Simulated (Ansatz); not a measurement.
# CdPbCl6, from a guessed structure to a relaxed one, part 2 of 2

This structure for CdPbCl6 is made up. Its elements were placed in a known structure type with a cell scaled to their sizes. What cell does the guess relax to, and how far off was it?

Ansatz 0.2.0; DFT, PBEsol, plane-wave PAW, files of the set soft_1, scalar-relativistic, no spin, cell and ions relaxed at zero pressure; PAW set soft_1 (the session's first sound run).

So far: The starting structure; Relaxation of the guess. The relaxed cell has a = 6.368, c = 17.524 Å (conventional setting).

## 3. Electronic structure of the relaxed cell

A second self-consistent run takes a narrower smearing and the mesh shown in its input; the bands follow along the standard path of the relaxed lattice.

This step: DFT, PBEsol, plane-wave PAW, files of the set soft_1, scalar-relativistic, no spin, bands and density of states at the relaxed cell; PAW set soft_1 (Ansatz 0.2.0).

input.yaml reads:

```yaml
crystal:
  lattice:
    - [3.1838387976, 1.8381901869, 5.8413958411]
    - [-3.1838387976, 1.8381901869, 5.8413958411]
    - [0.0, -3.6763803737, 5.8413958411]
  atoms:
    - { symbol: Pb, position: [0.0, 0.0, 0.0] }
    - { symbol: Cd, position: [0.5, 0.5, 0.5] }
    - { symbol: Cl, position: [0.5817102746, 0.2433798732, 0.9249076188] }
    - { symbol: Cl, position: [0.2433798732, 0.9249076188, 0.5817102746] }
    - { symbol: Cl, position: [0.9249076188, 0.5817102746, 0.2433798732] }
    - { symbol: Cl, position: [0.0750923812, 0.4182897254, 0.7566201268] }
    - { symbol: Cl, position: [0.7566201268, 0.0750923812, 0.4182897254] }
    - { symbol: Cl, position: [0.4182897254, 0.7566201268, 0.0750923812] }
kpoints:
  mp_grid: { grid: [6, 6, 6] }
  band_path:
    path:
      - [[0.0, 0.0, 0.0], [0.5, 0.0, 0.0], [0.5, 0.23268375, -0.23268375]]
      - [[0.76731625, 0.5, 0.23268375], [0.5, 0.5, 0.5], [0.0, 0.0, 0.0], [0.36634188, 0.0, -0.36634188]]
      - [[0.63365812, 0.36634188, 0.0], [0.5, 0.5, 0.0], [0.63365812, 0.63365812, 0.23268375], [0.5, 0.5, 0.5]]
      - [[0.5, 0.0, 0.0], [0.76731625, 0.36634188, 0.36634188]]
    npoints: 8
scf:
  occupations: { method: fermi_dirac, width: 0.03 }
  n_extra_bands: 12
hamiltonian:
  xc: pbesol
  pseudopotentials: { kind: paw, azcp: { folder: soft_1 }, xc_functional: pbe }
output:
  forces: true
  stress: true
  write_bands: true
  dos: { projected: true }
  write_density: true
  write_potential: true
  elf: true
  volumetric_format: npy
```

Run with:

```bash
ansatz run input.yaml --threads 4 --pin off --max-ram 10240MiB --backend cpu --events-out ev --progress --plain --runs-dir out
```

Numbers of over 12 decimals in the logs are rounded to 6 here.

Output:

```text
[...]
Crystal: 8 atoms, lattice volume = 205.121 Å³
Basis set: ecut = 420 eV, 4051 PW (Γ), exchange–correlation on 96×96×96 points (8 copies of the dense FFT grid, shifted against one another)
Bands: 50, of which v1, the nominal top of the filled ones, is band 38 counted from 1 (37 counted from 0)
Symmetry: 6 space group operations
[...]
k-points: 40 of 216
[...]
SCF iter   1: F=—  HF=-26316.269594 eV  |F-HF|=—  |Δ(HF+E_count)|=         —  Δρ=6.08e-2  dr2=1.16e1  ethr=3.10e-3  ⟨swp⟩=8.7  Hψ=9857  notcnv=0  defer=61
[...]
SCF iter   9: F=-26312.063219 eV  HF=-26312.063219 eV  |F-HF|=7.65e-9  |Δ(HF+E_count)|=   9.01e-8  Δρ=1.61e-6  dr2=9.84e-9  ethr=1.32e-10  ⟨swp⟩=11.8  Hψ=13760  notcnv=0
SCF 1 converged in 9 iterations: F = -26312.063219 eV  dr2 = 9.84e-9
[...]
NSCF: frozen V_eff on 76 k-points
SCF converged after 9 iterations
Free energy (F): -26312.063219 eV
[...]
Internal energy: -26312.063219 eV  (E = F + TS)
E sigma→0 (E₀):  -26312.063219 eV
Fermi energy:    3.605691 eV
[...]
--- Forces (eV/Å), atoms counted from 1 ---
  atom   1  Pb    -0.00000000     0.00000000     0.00000000
  atom   2  Cd     0.00000000     0.00000000     0.00000000
  atom   3  Cl    -0.00116781    -0.00032699    -0.00106360
  atom   4  Cl     0.00030072     0.00117484    -0.00106360
  atom   5  Cl     0.00086708    -0.00084786    -0.00106360
  atom   6  Cl    -0.00086708     0.00084786     0.00106360
  atom   7  Cl    -0.00030072    -0.00117484     0.00106360
  atom   8  Cl     0.00116781     0.00032699     0.00106360
  max |Σ_I F_I| component: 9.11e-18 eV/Å
--- Stress (GPa, compression-positive) ---
        0.002641       0.000000       0.000000
       -0.000000       0.002641      -0.000000
        0.000000      -0.000000      -0.006604
  P = ⅓ Tr σ = -0.0004 GPa (-0.004 kbar)
--- Band table (eV; the first three rows and the last of 40) ---
  k-point 0: bands = [... 34 lower, 2.9523, 2.9556, 2.9556, 3.0510, 4.0397, 8.4592, 8.9180, 9.0926, ... 8 higher]
  k-point 1: bands = [... 34 lower, 2.8280, 2.9402, 2.9824, 3.0525, 4.2727, 7.9830, 9.1567, 9.1897, ... 8 higher]
  k-point 2: bands = [... 34 lower, 2.7099, 2.8243, 2.9694, 3.0268, 4.4525, 7.4424, 9.4690, 9.6237, ... 8 higher]
  k-point 39: bands = [... 34 lower, 2.8757, 2.8757, 2.9174, 2.9174, 4.5082, 7.4511, 9.9729, 10.0248, ... 8 higher]
```

Run time: 10 s. Hardware: 4 threads of Intel Xeon at 2.60GHz (Ice Lake), shared host; peak memory 0.94 GiB; 38 s of CPU time.

This step gave:

```yaml
fermi_energy: 3.606 eV
gap_by_band_count: 0.9873 eV
pressure: -4.41e-4 GPa
```

From bands.tsv. Electronic bands along the path, in eV, zero at the valence top; v1 is the highest filled band, c1 the lowest empty one:

```tsv
point	v4	v3	v2	v1	c1	c2	c3	c4
Γ	-0.10	-0.10	-0.10	-0.01	0.98	5.40	5.86	6.04
halfway	-0.28	-0.17	-0.08	-0.01	1.34	4.63	6.22	6.37
L	-0.48	-0.37	-0.08	-0.06	1.39	4.16	6.71	6.72
halfway	-0.34	-0.28	-0.09	-0.08	1.43	4.26	6.43	6.54
B1	-0.39	-0.23	-0.17	-0.08	1.56	4.57	6.27	6.31
jump to B	-0.39	-0.23	-0.17	-0.08	1.56	4.57	6.27	6.31
halfway	-0.38	-0.25	-0.24	-0.17	1.59	4.65	6.54	6.64
Z	-0.18	-0.18	-0.14	-0.14	1.45	4.39	6.92	6.97
halfway	-0.16	-0.16	-0.09	-0.09	1.27	4.81	6.41	6.41
Γ	-0.10	-0.10	-0.10	-0.01	0.98	5.40	5.86	6.04
halfway	-0.31	-0.19	-0.03	-0.02	1.40	4.53	6.07	6.54
X	-0.37	-0.29	-0.14	-0.04	1.52	4.47	6.15	6.60
jump to Q	-0.37	-0.29	-0.14	-0.04	1.52	4.47	6.15	6.60
halfway	-0.42	-0.32	-0.15	-0.02	1.64	4.75	5.99	6.57
F	-0.48	-0.30	-0.15	-0.01	1.70	4.93	5.85	6.50
halfway	-0.47	-0.33	-0.16	-0.03	1.68	4.87	5.93	6.51
P1	-0.39	-0.33	-0.19	-0.10	1.64	4.73	6.15	6.55
halfway	-0.34	-0.28	-0.20	-0.17	1.57	4.61	6.57	6.78
Z	-0.18	-0.18	-0.14	-0.14	1.45	4.39	6.92	6.97
jump to L	-0.48	-0.37	-0.08	-0.06	1.39	4.16	6.71	6.72
halfway	-0.36	-0.28	-0.16	-0.11	1.47	4.33	6.54	6.66
P	-0.39	-0.33	-0.19	-0.10	1.64	4.73	6.15	6.55
```

States per cell as run, both spins, in windows of 1 eV, from dos.tsv (zero at the valence-band top):

| from | to | total |
| --- | --- | --- |
| -8 | -7 | 2.00 |
| -7 | -6 | 9.97 |
| -6 | -5 | 0.03 |
| -5 | -4 | 0.17 |
| -4 | -3 | 3.50 |
| -3 | -2 | 4.41 |
| -2 | -1 | 9.55 |
| -1 | 0 | 16.37 |
| 0 | 1 | 0.00 |
| 1 | 2 | 2.00 |
| 2 | 3 | 0.00 |
| 3 | 4 | 0.00 |
| 4 | 5 | 1.97 |

Below -8 eV lie 30.0 more states.

Electrostatic potential energy in the ac plane of the cell as run, not the conventional one, at fractional y = 0.000, with atoms of Pb within 0.2 Å of it. With pseudopotentials it is smooth inside the atoms' cores, unlike the true potential.

Ten even steps from '_' (-36 eV) to '@' (11 eV), each cell a mean:
```
..____++%%@@@@@@@@@@@@@@@@@@@@%%##::__
______--##@@@@@@@@@@@@@@@@@@@@@@%%**::
--..::++##%%@@@@@@@@@@@@@@@@@@@@@@%%##
##****##%%@@@@@@@@@@@@@@@@@@@@@@@@@@%%
@@%%%%%%%%@@@@@@@@@@@@@@@@@@@@@@@@@@@@
@@%%****%%@@@@@@@@@@@@@@@@@@@@@@@@@@@@
@@##--..--##@@@@@@@@@@@@@@@@@@@@@@@@@@
@@%%--____--%%@@@@@@@@@@%%####@@@@@@@@
@@@@++..____++@@@@@@@@@@##--::++%%@@@@
@@@@%%++....==%%@@@@@@@@##::__..==%%@@
@@@@@@%%**==**%%@@@@@@@@%%==____..**@@
@@@@@@@@@@%%%%@@@@@@@@@@@@%%--__..++%%
@@@@@@@@@@@@@@@@@@@@@@@@@@@@%%++==**%%
@@@@@@@@@@@@@@@@@@@@@@@@@@@@@@%%##%%%%
%%@@@@@@@@@@@@@@@@@@@@@@@@@@%%%%####%%
##%%@@@@@@@@@@@@@@@@@@@@@@@@%%##++==++
::**%%@@@@@@@@@@@@@@@@@@@@@@%%**::____
__..**%%@@@@@@@@@@@@@@@@@@@@%%**..____
..__::##%%@@@@@@@@@@@@@@@@@@@@%%--__..
```
Columns run along a (6.9 Å; values clipped at the 3rd and 97th percentile), rows up along c (6.9 Å). Atoms in or near the plane, at fractional coordinates: Pb at (0.00, 0.00).

ELF in the ac plane of the cell as run, not the conventional one, at fractional y = 0.000, with atoms of Pb within 0.2 Å of it. It is the smooth field of the valence electrons, not physical close to the nuclei.

Values, 10 rows by 16 columns, each cell a mean:
```
0.10 0.15 0.35 0.24 0.24 0.45 0.56 0.33 0.06 0.11 0.43 0.54 0.37 0.21 0.29 0.25
0.29 0.31 0.32 0.23 0.12 0.11 0.21 0.21 0.08 0.02 0.05 0.18 0.21 0.11 0.09 0.19
0.47 0.57 0.55 0.45 0.26 0.07 0.02 0.02 0.03 0.06 0.09 0.07 0.03 0.02 0.03 0.18
0.70 0.85 0.81 0.78 0.79 0.58 0.18 0.03 0.18 0.52 0.67 0.65 0.52 0.27 0.05 0.18
0.28 0.78 0.88 0.78 0.82 0.89 0.70 0.16 0.15 0.69 0.89 0.88 0.86 0.85 0.59 0.14
0.16 0.20 0.62 0.83 0.86 0.87 0.82 0.44 0.06 0.31 0.79 0.87 0.76 0.80 0.88 0.70
0.46 0.06 0.05 0.22 0.41 0.50 0.44 0.23 0.04 0.03 0.23 0.58 0.75 0.78 0.82 0.78
0.24 0.07 0.03 0.03 0.03 0.03 0.03 0.03 0.04 0.04 0.03 0.09 0.24 0.36 0.42 0.40
0.29 0.19 0.12 0.22 0.33 0.21 0.05 0.04 0.20 0.35 0.25 0.13 0.18 0.33 0.33 0.29
0.08 0.27 0.27 0.25 0.47 0.59 0.37 0.08 0.12 0.46 0.60 0.42 0.23 0.30 0.26 0.04
```
Columns run along a (6.9 Å), rows up along c (6.9 Å). Atoms in or near the plane, at fractional coordinates: Pb at (0.00, 0.00).

Valence density in the ac plane of the cell as run, not the conventional one, at fractional y = 0.000, with atoms of Pb within 0.2 Å of it. It is the smooth field of the valence electrons, not physical close to the nuclei.

Ten steps, logarithmic in the rise over the least value, from '_' (0.0 e/Å³) to '@' (7.7 e/Å³), each cell a mean:
```
@@@@##==::::::::..____....::::::--**%%
%%%%##++::........______........::--**
++****==::........____________......--
--====--::..________________________..
::--==--::..________________________..
::==++++==::..________....__________..
::==******==::______..::::::::..____..
::==********==::____..--======--..____
..--++******++--..__..--++****++==::__
__..--++******==::__..::==******++--..
..__..--++++++==::____..--********++::
..____..::------::______::==******++--
::________........________::==++++++--
::________________________..::--====--
::..________________________..::------
--::..____________________....--==++==
**==::......________........::--**####
%%**==::::::....____....::::::--**%%@@
@@%%**--::::::....__....::::::--++%%@@
```
Columns run along a (6.9 Å), rows up along c (6.9 Å). Atoms in or near the plane, at fractional coordinates: Pb at (0.00, 0.00).

## 4. What came out

```yaml
space_group_relaxed: R-3
conventional_cell: a = 6.368, b = 6.368, c = 17.524 Å; α = 90.0°, β = 90.0°, γ = 120.0°
volume_per_atom: 25.64 Å³ (guess 29.20)
```

CdPbCl6 relaxes to R-3 with a = 6.368, b = 6.368 and c = 17.524 Å. The guessed volume was 14 % too large. The space group R-3 was held in the relaxation, so the end point is a stationary structure within it and may be a saddle against distortions or other arrangements. It has an indirect Kohn–Sham gap of 0.98 eV, which semilocal functionals understate. On the 6×6×6 mesh with the narrower smearing (relaxed on 5×5×5) the largest force component is 0.001 eV/Å and the largest stress component is 0.007 GPa, within the relaxation's thresholds of 0.015 eV/Å and 0.05 GPa. The cutoff wasn't tested. Spin-orbit coupling is left out, which can matter for elements this heavy. No dispersion term is used, so weakly bound directions may come out too long. Nothing here tests whether the compound is stable against decomposition.

[Logs are printed without paths, hosts, clocks, repeated set-up lines and the standing remarks that a program may print on its own settings, such as how far it seeks lower states.]

[Hosts, paths, dates, database ids (printed as entryN), source tags and the programs' standing remarks are cut or masked in the printed files.]
